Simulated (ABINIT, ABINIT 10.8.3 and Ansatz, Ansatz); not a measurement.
## CaO (Lime): Bethe-Salpeter spectra with ABINIT

Aim: follow the lowest exciton of CaO (Lime) as the mesh is refined.

Main program and level: ABINIT 10.8.3 and Ansatz 0.2.0; PBE and many-body steps on it, plane waves.

## 1. Set-up

It takes space group Fm-3m (No. 225, cubic). Conventional cell: a = 4.813 Å, b = 4.813 Å, c = 4.813 Å, α = 90.00°, β = 90.00°, γ = 90.00°. Nearest to Ca lie 6 O at 2.41 Å. Nearest to O lie 6 Ca at 2.41 Å. Farther neighbours and most contacts between anions are not listed.

The cell and positions come from the Crystallography Open Database and are kept as given unless a step says otherwise.

## 2. Empty states on the mesh, 6×6×6 mesh, 168 bands

This step: ABINIT 10.8.3; DFT, PBE, plane waves, norm-conserving pseudopotentials.

The sums over transitions need many empty states on a uniform mesh; this step solves for them.

run.abi reads:

```
acell 3*1.0 Angstrom
rprim 
  -0.000000000000 2.406500000000 2.406500000000
  2.406500000000 -0.000000000000 2.406500000000
  2.406500000000 2.406500000000 -0.000000000000
ntypat 2
znucl 20 8
natom 2
typat 1 2
xred 
  0.000000000000 0.000000000000 0.000000000000
  0.500000000000 0.500000000000 0.500000000000
pp_dirpath "pseudos"
pseudos "Ca.upf, O.upf"
ecut 36
ngkpt 6 6 6
nshiftk 1
shiftk 0 0 0
kptopt 1
chksymbreak 0
irdden 1
istwfk *1
nband 168
prtvol 0
optdriver 6
gwr_task "HDIAGO"
paral_kgb 0
occopt 1
indata_prefix "in"
outdata_prefix "out"
tmpdata_prefix "tmp"
```

Launch:

```
> OMP_NUM_THREADS=1 mpirun -n 8 abinit run.abi > log
```

Log:

```text
.Version 10.8.3 of ABINIT. v10.8.2 released Aug 2026.

 Symmetries : space group Fm -3 m (#225); Bravais cF (face-center cubic)
[... echo of the input left out ...]
== DATASET  1 ==================================================================
-   mpi_nproc: 8, omp_nthreads: 1 (-1 if OMP is not activated)

--- !DatasetInfo
iteration_state: {dtset: 1, }
dimensions: {natom: 2, nkpt: 16, mband: 168, nsppol: 1, nspinor: 1, nspden: 1, mpw: 1964, }
cutoff_energies: {ecut:  36.0, pawecutdg:  -1.0, }
[...]
Indirect band gap semiconductor
 Fundamental gap:     3.662 (eV)
   VBM:     5.064 (eV) at k: [ 0.0000E+00,  0.0000E+00,  0.0000E+00]
   CBM:     8.727 (eV) at k: [ 5.0000E-01,  5.0000E-01,  0.0000E+00]
 Direct gap:         4.037 (eV) at k: [ 5.0000E-01,  5.0000E-01,  0.0000E+00]

== END DATASET(S) ==============================================================
================================================================================

 -outvars: echo values of variables after computation  --------
           etotal      0.0000000000E+00
            nband         168
             nkpt          16
          spgroup         225
 [... the other variables as echoed above ...]

 Calculation completed.
```

Run time: 18 s. Hardware: 8 MPI ranks of Arm Neoverse V2, shared host; peak memory 2.1 GiB.

This step gave:

| Property | Result |
| --- | --- |
| gap | 3.662 eV |
| k of the valence top | 0, 0, 0 |
| k of the conduction bottom | 0.5, 0.5, 0 |
| least direct gap | 4.037 eV |
| k points computed | 16 |
| lowest point of the top converged band, above the valence top | 164.3910 eV |

On this mesh the gap is 3.662 eV.

The density comes from a self-consistent run that is not shown.

## 3. Screening, 6×6×6 mesh, 160 bands, screening to 239.5 eV

The RPA dielectric matrix is built and inverted for each q.

This step: RPA screening on PBE, plane waves, norm-conserving pseudopotentials.

run.abi: that of step 2 with these lines changed.

```diff
@@ -20,10 +20,11 @@
 chksymbreak 0
-irdden 1
 istwfk *1
-nband 168
-prtvol 0
-optdriver 6
-gwr_task "HDIAGO"
-paral_kgb 0
 occopt 1
+irdwfk 1
+optdriver 3
+nband 160
+ecuteps 8.8
+inclvkb 2
+awtr 1
+symchi 1
 indata_prefix "in"
```

Log:

```text
.Version 10.8.3 of ABINIT. v10.8.2 released Aug 2026.

 Symmetries : space group Fm -3 m (#225); Bravais cF (face-center cubic)
[... echo of the input left out ...]
== DATASET  1 ==================================================================
-   mpi_nproc: 8, omp_nthreads: 1 (-1 if OMP is not activated)

--- !DatasetInfo
iteration_state: {dtset: 1, }
dimensions: {natom: 2, nkpt: 16, mband: 160, nsppol: 1, nspinor: 1, nspden: 1, mpw: 1964, }
cutoff_energies: {ecut:  36.0, pawecutdg:  -1.0, }
[...]
--------------------------------------------------------------------------------
[... chi0 elements left out ...]
 For q-point:  0.000010 0.000020 0.000030
  dielectric constant =   3.5669
  dielectric constant without local fields =   3.9233

  Average fulfillment of the sum rule on Im[epsilon] for q-point    1 :     81.51  [%]
[... wings left out ...]
  q-point number  2        q = ( 0.166667, 0.000000, 0.000000) [r.l.u.]
--------------------------------------------------------------------------------
[... chi0 elements left out ...]
  Average fulfillment of the sum rule on Im[epsilon] for q-point    2 :     87.37  [%]

 [... 14 further q-points ...]
```

It took 86 s on 8 MPI ranks; peak memory 1.7 GiB; 11 min of CPU time.

This step gave:

* ε∞ with local fields, on this mesh, along the program's q direction: 3.567
* the same without local fields: 3.923
* plasma frequency: 28.13 eV
* plane waves in the screening matrix: 259

Local fields lower ε∞ by 9 %.

## 4. Self-energy, 6×6×6 mesh, 160 bands, screening to 239.5 eV

The self-energy is evaluated for the states that the input lists, and the levels follow from it, in one-shot runs by the linearised quasiparticle equation.

This step: G0W0 on PBE, plane waves, norm-conserving pseudopotentials.

run.abi: that of step 3 with these lines changed.

```diff
@@ -23,8 +23,17 @@
 irdwfk 1
-optdriver 3
+optdriver 4
 nband 160
+gwcalctyp 0
+ecutsigx 36
+symsigma 1
+nkptgw 2
+kptgw 
+  0.0000000000 0.0000000000 0.0000000000
+  0.5000000000 0.5000000000 0.0000000000
+bdgw 
+  6 12
+  7 10
 ecuteps 8.8
-inclvkb 2
-awtr 1
-symchi 1
+irdscr 1
+ppmodel 1
 indata_prefix "in"
```

Log:

```text
.Version 10.8.3 of ABINIT. v10.8.2 released Aug 2026.

 Symmetries : space group Fm -3 m (#225); Bravais cF (face-center cubic)
[... echo of the input left out ...]
== DATASET  1 ==================================================================
-   mpi_nproc: 8, omp_nthreads: 1 (-1 if OMP is not activated)

--- !DatasetInfo
iteration_state: {dtset: 1, }
dimensions: {natom: 2, nkpt: 16, mband: 160, nsppol: 1, nspinor: 1, nspden: 1, mpw: 1964, }
cutoff_energies: {ecut:  36.0, pawecutdg:  -1.0, }
[...]
Band     E0 <VxcDFT>   SigX SigC(E0)      Z dSigC/dE  Sig(E)    E-E0       E
[...]
9   8.727 -11.430  -5.899  -4.196   0.850  -0.176 -10.295   1.134   9.861
       10  13.087 -16.112  -8.832  -4.890   0.833  -0.201 -14.121   1.991  15.078

== END DATASET(S) ==============================================================
================================================================================

 -outvars: echo values of variables after computation  --------
           etotal      0.0000000000E+00
            nband         160
             nkpt          16
          spgroup         225
 [... the other variables as echoed above ...]

 Calculation completed.
```

Run time: 16 s. Hardware: 8 MPI ranks; peak memory 2 GiB; 2 min of CPU time.

This step gave:

| Property | Result |
| --- | --- |
| G0W0 gap on the points computed | 5.835 eV |
| starting gap on the mesh | 3.662 eV |
| k of the valence top | 0, 0, 0 |
| k of the conduction bottom | 0.5, 0.5, 0 |
| least direct G0W0 gap on the computed points | 6.24 eV |

The gap on the mesh goes from 3.66 eV to 5.84 eV, a correction of +2.17 eV.

The gap opens by 2.173 eV; the next steps shift the empty bands rigidly by 2.173 eV.

## 5. Excitons

Optical absorption needs the electron-hole interaction, solved here in a basis of vertical transitions on the mesh.

This step: Bethe-Salpeter equation on PBE with a scissors shift, plane waves, norm-conserving pseudopotentials.

run.abi: that of step 4 with these lines changed.

```diff
@@ -23,17 +23,17 @@
 irdwfk 1
-optdriver 4
-nband 160
-gwcalctyp 0
-ecutsigx 36
-symsigma 1
-nkptgw 2
-kptgw 
-  0.0000000000 0.0000000000 0.0000000000
-  0.5000000000 0.5000000000 0.0000000000
-bdgw 
-  6 12
-  7 10
-ecuteps 8.8
+optdriver 99
+bs_calctype 1
+mbpt_sciss 2.173 eV
+bs_loband 6
+nband 11
+bs_exchange_term 1
+bs_coulomb_term 11
+bs_coupling 0
+bs_algorithm 1
+bs_freq_mesh 0 12 0.1 eV
+zcut 0.15 eV
+ecuteps 4
+ecutwfn 18
+inclvkb 2
 irdscr 1
-ppmodel 1
 indata_prefix "in"
```

Log:

```text
.Version 10.8.3 of ABINIT. v10.8.2 released Aug 2026.

 Symmetries : space group Fm -3 m (#225); Bravais cF (face-center cubic)
[... echo of the input left out ...]
== DATASET  1 ==================================================================
-   mpi_nproc: 8, omp_nthreads: 1 (-1 if OMP is not activated)

--- !DatasetInfo
iteration_state: {dtset: 1, }
dimensions: {natom: 2, nkpt: 16, mband: 11, nsppol: 1, nspinor: 1, nspden: 1, mpw: 701, }
cutoff_energies: {ecut:  18.0, pawecutdg:  -1.0, }
electrons: {nelect:   1.60000000E+01, charge:   0.00000000E+00, occopt:   1.00000000E+00, tsmear:   1.00000000E-02, }

 Exciton: Calculation of dielectric properties by solving the Bethe-Salpeter equation
 in frequency domain and reciprocal space on a transitions basis set.
 Based on a program developed by L. Reining, V. Olevano, F. Sottile,
 S. Albrecht, and G. Onida. Incorporated in ABINIT by M. Giantomassi.

.Using double precision arithmetic ; gwpc =  8

[... cell and pseudopotentials left out ...]
--------------------------------------------------------------------------------

 ==== K-mesh for the wavefunctions ====
 Number of points in the irreducible wedge :    16
[... list of points left out ...]
 Together with 48 symmetry operations and time-reversal symmetry
 yields   216 points in the full Brillouin Zone.

 ==== Q-mesh for the screening function ====
 Number of points in the irreducible wedge :    16
[... list of points left out ...]
 Together with 48 symmetry operations and time-reversal symmetry
 yields   216 points in the full Brillouin Zone.

 vcoul_init : cutoff-mode = AUXILIARY_FUNCTION
 q-points for optical limit:   1
     1)      0.000010    0.000020    0.000030
 setmesh: FFT mesh size selected  =    18x   18x   18
          total number of points  =         5832

 ==== Fundamental parameters for the solution of the Bethe-Salpeter equation: ====
 Algorithm: Direct diagonalization.
 Dimension of the v, W matrices,  npweps  = 65
 Cutoff for the wavefunctions,    npwwfn  = 701
 Number of k-points in the IBZ,   nkibz   = 16
 Highest empty band included,     nband   = 11
 === Spin UP ===
 Number of resonant transitions          1944
 Lowest occupied state                   6
 Highest occupied state                  8
 Lowest unoccupied state                 9
 Highest unoccupied state                11
 Minimum frequency [eV]           Emin    =   0.00
 Maximum frequency [eV]           Emax    =  12.00
 Frequency step [eV]              dE      =   0.10
 Lorentzian broadening [eV]       eta     =   0.15
 RPA L0 with KS energies and KS wavefunctions
 Scissors operator energy [eV] =          2.17
 Local fields effects (v term) included
 Excitonic effects (W term) included
 Full W_GG' included
 W is read from an external SCR file
 Resonant-only calculation (Hermitian case)

 Calculating epsilon_Macro(q-->0,w), along the following directions:
 q = (  0.835746  0.000000  0.000000) [r.l.u.]
 q = (  0.000000  0.835746  0.000000) [r.l.u.]
 q = (  0.000000  0.000000  0.835746) [r.l.u.]
 q = (  0.000000  0.723777  0.723777) [r.l.u.]
 q = (  0.723777  0.000000  0.723777) [r.l.u.]
 q = (  0.723777  0.723777  0.000000) [r.l.u.]
 Number of electrons calculated from density =   15.9898; Expected =   16.0000
 average of density, n =  0.085008
 r_s =    1.4109
 omega_plasma =   28.1245 [eV]

. Writing resonant excitonic Hamiltonian on file out_BSR; file size=   0.03 [Gb].
 Direct diagonalization of the resonant excitonic Hamiltonian, Matrix size= 1944
. Using LAPACK sequential version.
 Excitonic eigenvalues in eV up to n=   32
   5.53366   5.53532   5.53579   5.53730   5.57480   5.57577   5.97746   5.97942
   5.99655   5.99902   6.00032   6.00203   6.04484   6.04494   6.04583   6.05172
   6.05234   6.05246   6.22165   6.22193   6.22198   6.45616   6.45866   6.50245
   6.53470   6.53921   6.54366   6.56710   6.56830   6.57059   6.60828   6.61105

 First excitonic eigenvalue=    5.53 [eV]
 Last  excitonic eigenvalue=   13.48 [eV]

 GW  direct gap       6.21  0.00 [eV]
 EXC direct gap       5.53  0.00 [eV]
 EXC binding energy   0.68  0.00 [eV]

 Excitonic eigenvalues up to the GW energy gap [eV]
  1 (  5.53  0.00)
  2 (  5.54  0.00)
  3 (  5.54  0.00)
  4 (  5.54  0.00)
  5 (  5.57  0.00)
  6 (  5.58  0.00)
[...]
16 (  6.05  0.00)
 17 (  6.05  0.00)
 18 (  6.05  0.00)

 Macroscopic dielectric function:
 omega [eV] <KS_RPA_nlf>  <GW_RPA_nlf>  <BSE>
   0.0000   2.6730   0.0000   2.2649   0.0000   2.4963   0.0000
   0.1000   2.6734   0.0012   2.2651   0.0005   2.4966   0.0008
   0.2000   2.6746   0.0024   2.2656   0.0010   2.4974   0.0016
   0.3000   2.6766   0.0037   2.2664   0.0015   2.4988   0.0025
   0.4000   2.6794   0.0049   2.2675   0.0019   2.5007   0.0033
   0.5000   2.6831   0.0062   2.2690   0.0024   2.5032   0.0042
   0.6000   2.6876   0.0074   2.2708   0.0029   2.5062   0.0050
   0.7000   2.6930   0.0088   2.2729   0.0034   2.5099   0.0059
   0.8000   2.6993   0.0101   2.2753   0.0039   2.5141   0.0068
   0.9000   2.7065   0.0115   2.2781   0.0045   2.5189   0.0077

 Writing KS-RPA macroscopic dielectric function without local fields to file: out_RPA_NLF_MDF
 Writing GW-RPA macroscopic dielectric function without local fields to file: out_GW_NLF_MDF
 Writing EXC Macroscopic dielectric function to file: out_EXC_MDF

== END DATASET(S) ==============================================================
================================================================================

 -outvars: echo values of variables after computation  --------
           etotal      0.0000000000E+00
            nband          11
             nkpt          16
          spgroup         225
 [... the other variables as echoed above ...]

 Calculation completed.
```

The job ended after 60 s (8 MPI ranks; peak memory 0.61 GiB).

This step gave:

- direct gap of the transition levels: 6.209 eV
- transitions in the window: 1944
- first strong exciton (over a fiftieth of the strongest listed): 5.534 eV
- lowest state: 5.534 eV
- binding of the lowest state below the direct gap: 0.6758 eV
- Coulomb term of one mesh cell: 0.6302 eV

The binding is 1.1 times the screened Coulomb term of one mesh cell (0.63 eV), so it is not shown settled.

The lowest state lies at 5.534 eV, 0.676 eV under the direct gap.

Lines within 3 meV are set at the lowest of them, and the highest group, which the list may cut short, is left out. Lines of the exciton spectrum (strongest = 100):

| position (eV) | lines merged | oscillator strength, relative |
| --- | --- | --- |
| 5.534 | 4 | 83 |
| 5.575 | 2 | 23 |
| 5.978 | 2 | 45 |
| 5.997 | 4 | 100 |
| 6.045 | 3 | 1.9 |

The ε₂ has structure finer than the step of the table below, so its rows give means over 0.5 eV, whole bins alone (the curve runs from 0 to 11.9 eV). Peaks (eV: height): BSE 6.00: 3.88, 6.60: 3.99, 7.30: 6.99, 8.70: 5.04, 10.40: 2.99; no electron-hole interaction 7.30: 2.66, 8.20: 5.07, 9.90: 5.05, 11.30: 4.11; Kohn-Sham, no shift 5.10: 2.74, 6.10: 5.09, 7.70: 5.18, 9.10: 4.11, 9.70: 3.18.

Mean over the three Cartesian directions of q; broadening 0.15 eV; transition window only. Limits: finite bands, cutoff and mesh; exciton not shown settled in the k mesh. The ε₂ by photon energy; means over each step:

| photon energy (eV) | BSE | no electron-hole interaction | Kohn-Sham, no shift |
| --- | --- | --- | --- |
| 0.5 | 0.00418 | 0.00242 | 0.00620 |
| 1.0 | 0.00864 | 0.00500 | 0.0130 |
| 1.5 | 0.0137 | 0.00778 | 0.0212 |
| 2.0 | 0.0198 | 0.0110 | 0.0323 |
| 2.5 | 0.0277 | 0.0147 | 0.0491 |
| 3.0 | 0.0386 | 0.0195 | 0.0808 |
| 3.5 | 0.0553 | 0.0257 | 0.181 |
| 4.0 | 0.0837 | 0.0344 | 0.745 |
| 4.5 | 0.144 | 0.0478 | 1.37 |
| 5.0 | 0.367 | 0.0718 | 1.98 |
| 5.5 | 1.78 | 0.131 | 2.09 |
| 6.0 | 3.07 | 0.533 | 4.24 |
| 6.5 | 3.27 | 1.14 | 2.12 |
| 7.0 | 4.36 | 1.70 | 2.72 |
| 7.5 | 3.89 | 2.08 | 4.38 |
| 8.0 | 1.64 | 3.54 | 3.33 |
| 8.5 | 3.66 | 3.13 | 3.71 |
| 9.0 | 3.30 | 1.96 | 3.87 |
| 9.5 | 1.93 | 3.96 | 2.83 |
| 10.0 | 2.25 | 3.97 | 1.46 |
| 10.5 | 2.76 | 3.44 | 0.550 |
| 11.0 | 1.90 | 3.88 | 0.181 |
| 11.5 | 1.01 | 3.11 | 0.0920 |

## 6. Triplet (no exchange term)

run.abi: that of step 5 with these lines changed.

```diff
@@ -28,3 +28,3 @@
 nband 11
-bs_exchange_term 1
+bs_exchange_term 0
 bs_coulomb_term 11
@@ -32,3 +32,3 @@
 bs_algorithm 1
-bs_freq_mesh 0 12 0.1 eV
+bs_freq_mesh 0 10 0.1 eV
 zcut 0.15 eV
```

Log:

```text
.Version 10.8.3 of ABINIT. v10.8.2 released Aug 2026.

 Symmetries : space group Fm -3 m (#225); Bravais cF (face-center cubic)
[... echo of the input left out ...]
== DATASET  1 ==================================================================
-   mpi_nproc: 8, omp_nthreads: 1 (-1 if OMP is not activated)

--- !DatasetInfo
iteration_state: {dtset: 1, }
dimensions: {natom: 2, nkpt: 16, mband: 11, nsppol: 1, nspinor: 1, nspden: 1, mpw: 701, }
cutoff_energies: {ecut:  18.0, pawecutdg:  -1.0, }
electrons: {nelect:   1.60000000E+01, charge:   0.00000000E+00, occopt:   1.00000000E+00, tsmear:   1.00000000E-02, }

 Exciton: Calculation of dielectric properties by solving the Bethe-Salpeter equation
 in frequency domain and reciprocal space on a transitions basis set.
 Based on a program developed by L. Reining, V. Olevano, F. Sottile,
 S. Albrecht, and G. Onida. Incorporated in ABINIT by M. Giantomassi.

.Using double precision arithmetic ; gwpc =  8

[... cell and pseudopotentials left out ...]
--------------------------------------------------------------------------------

 ==== K-mesh for the wavefunctions ====
 Number of points in the irreducible wedge :    16
[... list of points left out ...]
 Together with 48 symmetry operations and time-reversal symmetry
 yields   216 points in the full Brillouin Zone.

 ==== Q-mesh for the screening function ====
 Number of points in the irreducible wedge :    16
[... list of points left out ...]
 Together with 48 symmetry operations and time-reversal symmetry
 yields   216 points in the full Brillouin Zone.

 vcoul_init : cutoff-mode = AUXILIARY_FUNCTION
 q-points for optical limit:   1
     1)      0.000010    0.000020    0.000030
 setmesh: FFT mesh size selected  =    18x   18x   18
[...]
average of density, n =  0.085008
 r_s =    1.4109
 omega_plasma =   28.1245 [eV]

. Writing resonant excitonic Hamiltonian on file out_BSR; file size=   0.03 [Gb].
 Direct diagonalization of the resonant excitonic Hamiltonian, Matrix size= 1944
. Using LAPACK sequential version.
 Excitonic eigenvalues in eV up to n=   32
   5.52334   5.52705   5.52827   5.53202   5.57158   5.57266   5.96521   5.96733
   5.98591   5.99002   5.99197   5.99449   6.04423   6.04431   6.04474   6.05170
   6.05223   6.05236   6.20822   6.20867   6.20874   6.44374   6.45611   6.50050
   6.52381   6.52821   6.53439   6.55555   6.56148   6.56305   6.60367   6.60675

 First excitonic eigenvalue=    5.52 [eV]
 Last  excitonic eigenvalue=   12.52 [eV]

 GW  direct gap       6.21  0.00 [eV]
 EXC direct gap       5.52  0.00 [eV]
 EXC binding energy   0.69  0.00 [eV]

 Excitonic eigenvalues up to the GW energy gap [eV]
  1 (  5.52  0.00)
  2 (  5.53  0.00)
  3 (  5.53  0.00)
[...]
20 (  6.21  0.00)
 21 (  6.21  0.00)

 Macroscopic dielectric function:
 omega [eV] <KS_RPA_nlf>  <GW_RPA_nlf>  <BSE>
   0.0000   2.6730   0.0000   2.2649   0.0000   2.5260   0.0000
   0.1000   2.6734   0.0012   2.2651   0.0005   2.5263   0.0009
   0.2000   2.6746   0.0024   2.2656   0.0010   2.5272   0.0017
[...]
0.8000   2.6993   0.0101   2.2753   0.0039   2.5449   0.0072
   0.9000   2.7065   0.0115   2.2781   0.0045   2.5500   0.0081

 Writing KS-RPA macroscopic dielectric function without local fields to file: out_RPA_NLF_MDF
 Writing GW-RPA macroscopic dielectric function without local fields to file: out_GW_NLF_MDF
 Writing EXC Macroscopic dielectric function to file: out_EXC_MDF

== END DATASET(S) ==============================================================
================================================================================

 -outvars: echo values of variables after computation  --------
           etotal      0.0000000000E+00
            nband          11
             nkpt          16
          spgroup         225
 [... the other variables as echoed above ...]

 Calculation completed.
```

Elapsed: 58 s, on 8 MPI ranks; peak memory 0.61 GiB; 7.4 min of CPU time.

The lowest triplet lies at 5.523 eV; triplets are dark, so no spectrum is read.

(Continued in part 2 of 3.)

[Paths, hosts, dates, memory and timing lines, banners, echoed tables and standing remarks are left out of the program output.]

[Logs are printed without paths, hosts, clocks, repeated set-up lines and the standing remarks that a program may print on its own settings, such as how far it seeks lower states.]

[Runs of the session that timed out or met a known fault of the program may be left out.]

[No measured gap is set beside runs whose start may be inverted or whose files or cutoffs have a known fault.]

[Hosts, paths, dates, database ids (printed as entryN), source tags and the programs' standing remarks are cut or masked in the printed files.]

[G0W0 gaps are taken among the corrected bands and points alone; a level outside them can change the order at an edge.]

[Where Ansatz stands beside ABINIT at settings called matched, ABINIT's density can come from a denser mesh and the files from another edition; pairs whose starting gaps differed by over 0.03 eV were left out, so agreement reads better than it is.]
